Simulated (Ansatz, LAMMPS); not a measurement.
# Squeezing and shearing amorphous 86ZrO2-14SiO2 (mol %) (84 atoms), part 4 of 4

How stiff is amorphous 86ZrO2-14SiO2 (mol %) (84 atoms), and how do its levels respond to strain?

Ansatz 0.2.0; Kohn-Sham DFT, PBE, PAW (set soft_2), plane waves.

The cell: 24 Zr, 4 Si and 56 O. The quench rate of 50 K/ps is orders of magnitude faster than experiment. The starting topology of bonds comes from the classical model. The Brillouin zone is sampled at Γ only.

So far. Step 10 (Stretched by 1 % along x): The relaxation converged after 7 steps, 0.0596 eV below its start, with a largest force component of 0.050 eV/Å. Step 10 (Stretched by 1 % along x): Stretched by 1 % along x: the energy stands 0.0496 eV above that of the reference, at a pressure of -0.969 GPa.

### Step 11. Compressed by 1 % along x

The relaxed cell is strained along x alone, which gives the stiffness along x and its coupling to y and z.

The input, input.yaml:

```yaml
crystal:
  lattice:
    - [10.25374, -0.21979, 0.04432]
    - [-0.21759, 10.5526, -0.04487]
    - [0.04388, -0.04487, 10.06204]
  atoms:
    [... the 84 atom lines of step 4 ...]
kpoints:
  mp_grid: { grid: [1, 1, 1] }
hamiltonian:
  xc: pbe
scf:
  occupations: { method: fixed }
output:
  forces: true
  eigenvalues: true
  stress: true
relax:
  f_tol: 0.05
  max_steps: 70
```

On the command line:

```bash
$ ansatz run input.yaml --threads 4 --pin off --max-ram 8192MiB --backend cpu --events-out ev --progress --plain --runs-dir out
```

Numbers of over 12 decimals in the logs are rounded to 6 here.

The program printed:

```text
[...]
Crystal: 84 atoms, lattice volume = 1088.228 Å³
Basis set: ecut = 420 eV, 21249 PW (Γ), exchange–correlation on 144×144×144 points (8 copies of the dense FFT grid, shifted against one another)
Bands: 404, of which v1, the nominal top of the filled ones, is band 320 counted from 1 (319 counted from 0)
Symmetry: 1 space group operations
[...]
k-points: 1
[...]
SCF iter   1: F=—  HF=-134859.874650 eV  |F-HF|=—  |Δ(HF+E_count)|=         —  Δρ=3.97e-3  dr2=1.36e-1  ethr=1.77e-3  ⟨swp⟩=5.0  Hψ=1327  notcnv=0  defer=82
[...]
SCF iter   5: F=—  HF=-134859.869616 eV  |F-HF|=—  |Δ(HF+E_count)|=   2.22e-4  Δρ=1.48e-4  dr2=2.18e-4  ethr=8.83e-8  ⟨swp⟩=2.0  Hψ=549  notcnv=0  defer=82
SCF iter   6: F=-134859.869629 eV  HF=-134859.869618 eV  |F-HF|=1.11e-5  |Δ(HF+E_count)|=   1.94e-6  Δρ=4.71e-5  dr2=2.36e-5  ethr=9.77e-9  ⟨swp⟩=12.0  Hψ=2155  notcnv=0
SCF 1 converged in 6 iterations: F = -134859.869629 eV  dr2 = 2.36e-5
[...]
relax step   1: F+E_penalty+E_count = -134859.86962893 eV  Δ(F+E_penalty+E_count) = +0.000e0 eV  max|allowed force component| = 3.630e-1 eV/Å  Δτ_max = 0.0000 Å  (6 SCF iters, dr2 threshold 6.25e-5 eV, accepted)
[...]
relax step   2: F+E_penalty+E_count = -134859.90777951 eV  Δ(F+E_penalty+E_count) = -3.815e-2 eV  max|allowed force component| = 2.151e-1 eV/Å  Δτ_max = 0.0278 Å  (6 SCF iters, dr2 threshold 8.24e-6 eV, accepted)
[...]
relax step   3: F+E_penalty+E_count = -134859.92153978 eV  Δ(F+E_penalty+E_count) = -1.376e-2 eV  max|allowed force component| = 1.071e-1 eV/Å  Δτ_max = 0.0104 Å  (6 SCF iters, dr2 threshold 2.89e-6 eV, accepted)
relax step   4: F+E_penalty+E_count = -134859.86129799 eV  Δ(F+E_penalty+E_count) = +6.024e-2 eV  max|allowed force component| = 8.259e-1 eV/Å  Δτ_max = 0.1214 Å  (8 SCF iters, dr2 threshold 2.84e-6 eV, rejected (line search))
relax step   5: F+E_penalty+E_count = -134859.93050327 eV  Δ(F+E_penalty+E_count) = -8.963e-3 eV  max|allowed force component| = 1.208e-1 eV/Å  Δτ_max = 0.0398 Å  (9 SCF iters, accepted)
relax step   6: F+E_penalty+E_count = -134859.93754839 eV  Δ(F+E_penalty+E_count) = -7.045e-3 eV  max|allowed force component| = 7.539e-2 eV/Å  Δτ_max = 0.1000 Å  (7 SCF iters, dr2 threshold 3.61e-6 eV, accepted)
relax step   7: F+E_penalty+E_count = -134859.94850752 eV  Δ(F+E_penalty+E_count) = -1.096e-2 eV  max|allowed force component| = 1.444e-1 eV/Å  Δτ_max = 0.1347 Å  (9 SCF iters, accepted)
relax step   8: F+E_penalty+E_count = -134859.92926690 eV  Δ(F+E_penalty+E_count) = +1.924e-2 eV  max|allowed force component| = 3.042e-1 eV/Å  Δτ_max = 0.1949 Å  (7 SCF iters, dr2 threshold 8.12e-6 eV, rejected (line search))
relax step   9: F+E_penalty+E_count = -134859.98280535 eV  Δ(F+E_penalty+E_count) = -3.430e-2 eV  max|allowed force component| = 7.865e-2 eV/Å  Δτ_max = 0.0975 Å  (9 SCF iters, accepted)
relax step  10: F+E_penalty+E_count = -134859.97840045 eV  Δ(F+E_penalty+E_count) = +4.405e-3 eV  max|allowed force component| = 3.787e-1 eV/Å  Δτ_max = 0.0975 Å  (9 SCF iters, rejected (line search))
relax step  11: F+E_penalty+E_count = -134859.99347235 eV  Δ(F+E_penalty+E_count) = -1.067e-2 eV  max|allowed force component| = 6.642e-2 eV/Å  Δτ_max = 0.0488 Å  (9 SCF iters, accepted)
relax step  12: F+E_penalty+E_count = -134860.00022311 eV  Δ(F+E_penalty+E_count) = -6.751e-3 eV  max|allowed force component| = 8.718e-2 eV/Å  Δτ_max = 0.0488 Å  (8 SCF iters, accepted)
relax step  13: F+E_penalty+E_count = -134860.00627582 eV  Δ(F+E_penalty+E_count) = -6.053e-3 eV  max|allowed force component| = 4.137e-2 eV/Å  Δτ_max = 0.0750 Å  (6 SCF iters, dr2 threshold 5.42e-6 eV, accepted)
[...]
relax step  14: F+E_penalty+E_count = -134860.00627810 eV  Δ(F+E_penalty+E_count) = -2.280e-6 eV  max|allowed force component| = 4.132e-2 eV/Å  Δτ_max = 0.0000 Å  (5 SCF iters, accepted)
SCF converged after 5 iterations
Free energy (F): -134860.006278 eV
[...]
Internal energy: -134860.006278 eV  (E = F + TS)
E sigma→0 (E₀):  -134860.006278 eV
Fermi energy:    8.153681 eV
[...]
Σ components = -134860.006278   (vs F -134860.006278, Δ=0.00e0)
--- Forces (eV/Å), atoms counted from 1 ---
  atom   1  Zr    -0.00231683    -0.00541538     0.01256069
  atom   2  Zr     0.00423683     0.00133615    -0.00741529
  atom   3  Zr    -0.01851709    -0.00526135    -0.01708921
  atom   4  Zr    -0.00007573    -0.00788504     0.00374833
[...]
atom  84  O      0.00925730     0.00038866    -0.00364898
  max |Σ_I F_I| component: 5.56e-5 eV/Å
--- Stress (GPa, compression-positive) ---
        1.027597       0.504466      -0.001669
        0.504466       0.104255      -0.119598
       -0.001669      -0.119598       0.107654
  P = ⅓ Tr σ = 0.4132 GPa (4.132 kbar)
--- Band table (eV) ---
[...]
--- Relaxed structure (14 steps of the walk, 11 accepted, 0 SCFs on fresh bases) ---
  F+E_penalty+E_count = -134860.00627810 eV   max|allowed force component| = 4.132e-2 eV/Å
  atoms:
    - { symbol: Zr, position: [0.385653, 0.546423, 0.115879] }
    - { symbol: Zr, position: [0.039514, 0.781644, 0.311668] }
    - { symbol: Zr, position: [0.018652, 0.804234, 0.712964] }
    - { symbol: Zr, position: [0.297231, 0.324175, 0.283742] }
[...]
- { symbol: O, position: [0.384155, 0.186709, 0.429393] }
```

Run time: 3.6 min. Hardware: 4 threads of Arm Neoverse V1, shared host; peak memory 1.6 GiB.

The relaxation converged after 14 steps, 0.137 eV below its start, with a largest force component of 0.041 eV/Å.

Compressed by 1 % along x: the energy stands 0.0117 eV below that of the reference, at a pressure of 0.413 GPa.

### Step 12. Sheared by 2 % in xy

A shear of the relaxed cell gives the modulus that volume changes can't reach.

input.yaml, the sections that differ from step 11:

```yaml
crystal:
  lattice:
    - [10.35511, -0.11622, 0.04432]
    - [-0.11426, 10.5504, -0.04487]
    - [0.04387, -0.04443, 10.06204]
  atoms:
    [... the 84 atom lines of step 4 ...]
# kpoints, hamiltonian, scf, output, relax: as in step 11
```

The program printed:

```text
[...]
Crystal: 84 atoms, lattice volume = 1099.109 Å³
Basis set: ecut = 420 eV, 21483 PW (Γ), exchange–correlation on 144×144×144 points (8 copies of the dense FFT grid, shifted against one another)
Bands: 404, of which v1, the nominal top of the filled ones, is band 320 counted from 1 (319 counted from 0)
Symmetry: 1 space group operations
[...]
k-points: 1
[...]
SCF iter   1: F=—  HF=-134859.863608 eV  |F-HF|=—  |Δ(HF+E_count)|=         —  Δρ=3.93e-3  dr2=1.35e-1  ethr=1.77e-3  ⟨swp⟩=5.0  Hψ=1327  notcnv=0  defer=82
[...]
SCF iter   5: F=—  HF=-134859.859170 eV  |F-HF|=—  |Δ(HF+E_count)|=   2.29e-4  Δρ=1.49e-4  dr2=2.25e-4  ethr=8.97e-8  ⟨swp⟩=2.0  Hψ=549  notcnv=0  defer=82
SCF iter   6: F=-134859.859185 eV  HF=-134859.859173 eV  |F-HF|=1.20e-5  |Δ(HF+E_count)|=   2.89e-6  Δρ=4.75e-5  dr2=2.43e-5  ethr=9.77e-9  ⟨swp⟩=12.0  Hψ=2153  notcnv=0
SCF 1 converged in 6 iterations: F = -134859.859185 eV  dr2 = 2.43e-5
[...]
relax step   1: F+E_penalty+E_count = -134859.85918536 eV  Δ(F+E_penalty+E_count) = +0.000e0 eV  max|allowed force component| = 3.736e-1 eV/Å  Δτ_max = 0.0000 Å  (6 SCF iters, dr2 threshold 6.25e-5 eV, accepted)
[...]
relax step   2: F+E_penalty+E_count = -134859.89634072 eV  Δ(F+E_penalty+E_count) = -3.716e-2 eV  max|allowed force component| = 2.357e-1 eV/Å  Δτ_max = 0.0289 Å  (6 SCF iters, dr2 threshold 8.72e-6 eV, accepted)
[...]
relax step   3: F+E_penalty+E_count = -134859.91463518 eV  Δ(F+E_penalty+E_count) = -1.829e-2 eV  max|allowed force component| = 1.336e-1 eV/Å  Δτ_max = 0.0093 Å  (6 SCF iters, dr2 threshold 3.47e-6 eV, accepted)
relax step   4: F+E_penalty+E_count = -134859.85828131 eV  Δ(F+E_penalty+E_count) = +5.635e-2 eV  max|allowed force component| = 6.583e-1 eV/Å  Δτ_max = 0.2000 Å  (8 SCF iters, dr2 threshold 5.74e-6 eV, rejected (line search))
relax step   5: F+E_penalty+E_count = -134859.93642938 eV  Δ(F+E_penalty+E_count) = -2.179e-2 eV  max|allowed force component| = 1.368e-1 eV/Å  Δτ_max = 0.0936 Å  (10 SCF iters, accepted)
relax step   6: F+E_penalty+E_count = -134859.95051270 eV  Δ(F+E_penalty+E_count) = -1.408e-2 eV  max|allowed force component| = 8.877e-2 eV/Å  Δτ_max = 0.1000 Å  (7 SCF iters, dr2 threshold 6.02e-6 eV, accepted)
relax step   7: F+E_penalty+E_count = -134859.96121934 eV  Δ(F+E_penalty+E_count) = -1.071e-2 eV  max|allowed force component| = 1.361e-1 eV/Å  Δτ_max = 0.0806 Å  (7 SCF iters, dr2 threshold 3.32e-6 eV, accepted)
relax step   8: F+E_penalty+E_count = -134859.94113595 eV  Δ(F+E_penalty+E_count) = +2.008e-2 eV  max|allowed force component| = 3.358e-1 eV/Å  Δτ_max = 0.1943 Å  (7 SCF iters, dr2 threshold 7.80e-6 eV, rejected (line search))
relax step   9: F+E_penalty+E_count = -134859.99517195 eV  Δ(F+E_penalty+E_count) = -3.395e-2 eV  max|allowed force component| = 1.312e-1 eV/Å  Δτ_max = 0.0972 Å  (9 SCF iters, accepted)
relax step  10: F+E_penalty+E_count = -134859.99277904 eV  Δ(F+E_penalty+E_count) = +2.393e-3 eV  max|allowed force component| = 3.271e-1 eV/Å  Δτ_max = 0.0978 Å  (6 SCF iters, dr2 threshold 1.60e-5 eV, rejected (line search))
relax step  11: F+E_penalty+E_count = -134860.00857721 eV  Δ(F+E_penalty+E_count) = -1.341e-2 eV  max|allowed force component| = 1.036e-1 eV/Å  Δτ_max = 0.0489 Å  (9 SCF iters, accepted)
relax step  12: F+E_penalty+E_count = -134860.01885756 eV  Δ(F+E_penalty+E_count) = -1.028e-2 eV  max|allowed force component| = 8.263e-2 eV/Å  Δτ_max = 0.0484 Å  (6 SCF iters, dr2 threshold 6.69e-6 eV, accepted)
relax step  13: F+E_penalty+E_count = -134860.02980295 eV  Δ(F+E_penalty+E_count) = -1.095e-2 eV  max|allowed force component| = 8.669e-2 eV/Å  Δτ_max = 0.0750 Å  (7 SCF iters, dr2 threshold 4.26e-6 eV, accepted)
relax step  14: F+E_penalty+E_count = -134860.03167957 eV  Δ(F+E_penalty+E_count) = -1.877e-3 eV  max|allowed force component| = 1.016e-1 eV/Å  Δτ_max = 0.0490 Å  (6 SCF iters, dr2 threshold 4.78e-6 eV, accepted)
relax step  15: F+E_penalty+E_count = -134860.03317020 eV  Δ(F+E_penalty+E_count) = -1.491e-3 eV  max|allowed force component| = 5.932e-2 eV/Å  Δτ_max = 0.0415 Å  (6 SCF iters, dr2 threshold 1.03e-5 eV, accepted)
[...]
relax step  16: F+E_penalty+E_count = -134860.03537332 eV  Δ(F+E_penalty+E_count) = -2.203e-3 eV  max|allowed force component| = 2.530e-2 eV/Å  Δτ_max = 0.0130 Å  (7 SCF iters, accepted)
SCF converged after 7 iterations
Free energy (F): -134860.035373 eV
[...]
Internal energy: -134860.035373 eV  (E = F + TS)
E sigma→0 (E₀):  -134860.035373 eV
Fermi energy:    8.003820 eV
[...]
Σ components = -134860.035373   (vs F -134860.035373, Δ=0.00e0)
--- Forces (eV/Å), atoms counted from 1 ---
  atom   1  Zr    -0.01090827    -0.01133169     0.00931405
  atom   2  Zr     0.00515237    -0.00529995     0.00008740
  atom   3  Zr    -0.00087804    -0.00020673    -0.00224663
  atom   4  Zr    -0.00690360     0.00029402     0.00182295
[...]
atom  84  O      0.01508175     0.00313520     0.00918790
  max |Σ_I F_I| component: 1.36e-4 eV/Å
--- Stress (GPa, compression-positive) ---
       -0.712389      -0.322354      -0.079947
       -0.322354      -0.539218      -0.161316
       -0.079947      -0.161316      -0.839367
  P = ⅓ Tr σ = -0.6970 GPa (-6.970 kbar)
--- Band table (eV) ---
[...]
--- Relaxed structure (16 steps of the walk, 13 accepted, 0 SCFs on fresh bases) ---
  F+E_penalty+E_count = -134860.03537332 eV   max|allowed force component| = 2.530e-2 eV/Å
  atoms:
    - { symbol: Zr, position: [0.385820, 0.545193, 0.117235] }
    - { symbol: Zr, position: [0.038776, 0.782162, 0.312548] }
    - { symbol: Zr, position: [0.016568, 0.802368, 0.711301] }
    - { symbol: Zr, position: [0.298860, 0.322502, 0.282848] }
[...]
- { symbol: O, position: [0.387632, 0.182592, 0.424910] }
```

Elapsed: 4.1 min, on 4 threads; peak memory 1.6 GiB.

The relaxation converged after 16 steps, 0.176 eV below its start, with a largest force component of 0.025 eV/Å.

Sheared by 2 % in xy: the energy stands 0.0408 eV below that of the reference, at a pressure of -0.697 GPa.

### Step 13. Pressure against volume

Atoms are relaxed at each volume, in the scaled cell.

```
volume change (%)  volume (Å³/atom)  energy change (meV/atom)  pressure (GPa)  largest move on relaxing (Å)  bonds  gap (eV)
              -10            11.777                     39.64           10.97                          0.94    181                3.53
               -6            12.301                     12.12            6.00                          1.00    176                3.59
               -3            12.693                      2.26            2.79                          0.40    172                3.60
               +0            13.086                      0.00            0.00                             -    167                3.46
               +3            13.479                      3.44           -2.82                          0.14    167                3.37
               +6            13.871                     10.07           -2.64                          0.71    160                3.58
```

### Step 14. Uniaxial strain and shear

Stress (GPa, compression positive) less that of the relaxed cell, atoms relaxed:

```
                   strain      xx      yy      zz      xy  energy change (meV/atom)
 stretched by 1 % along x  -1.558  -0.611  -0.729  -0.019                      0.59
compressed by 1 % along x   1.034   0.107   0.108   0.505                     -0.14
     sheared by 2 % in xy  -0.706  -0.536  -0.839  -0.322                     -0.49
```

### Step 15. Findings

The pressure doesn't fall steadily with volume, which points to a change of structure or electronic state along the way, so no single bulk modulus describes it. The count of bonds runs from 160 to 181 over the series, so at some points contacts cross the cutoffs. At -10 %, -6 % and +6 % some atom moved by over 0.5 Å on relaxing, so those points may sit in another local minimum. The gap goes from 3.53 eV at the smallest volume to 3.58 eV at the largest, not monotonically (lowest 3.37, highest 3.60 eV), on the run's k-points. The shear changes the normal stresses by up to 0.84 GPa, more than the shear stress itself (0.32 GPa), so the response isn't simply elastic and the value of C66 is doubtful. Stretch and compression disagree (xx stress changes of -1.56 and 1.03 GPa), so C11 is only a mean of unlike responses. The cells compressed by 1 % along x; sheared by 2 % in xy each end below the relaxed cell in energy, so the reference wasn't the lowest nearby minimum and the moduli are doubtful. In the Cartesian axes of the cell, finite differences give C11 = 130, C12 = 35.9, C13 = 41.8 and C66 = 16.1 GPa (the shear of 2 % is the engineering strain, εxy = 0.01).

**Limits.** Strains are finite and relaxations stop at the force tolerance of the input, which can leave moduli too stiff; they are those of a static cell at zero temperature. Volumes are changed with the cell's shape held, so in an anisotropic solid the modulus lies over the one under free hydrostatic load. The program notes that the SCF threshold of the relaxations is loose for the stress.

The DFT runs together took 35 min of wall time.

[Logs are printed without paths, hosts, clocks, repeated set-up lines and the standing remarks that a program may print on its own settings, such as how far it seeks lower states.]

[Hosts, paths, dates, database ids (printed as entryN), source tags and the programs' standing remarks are cut or masked in the printed files.]
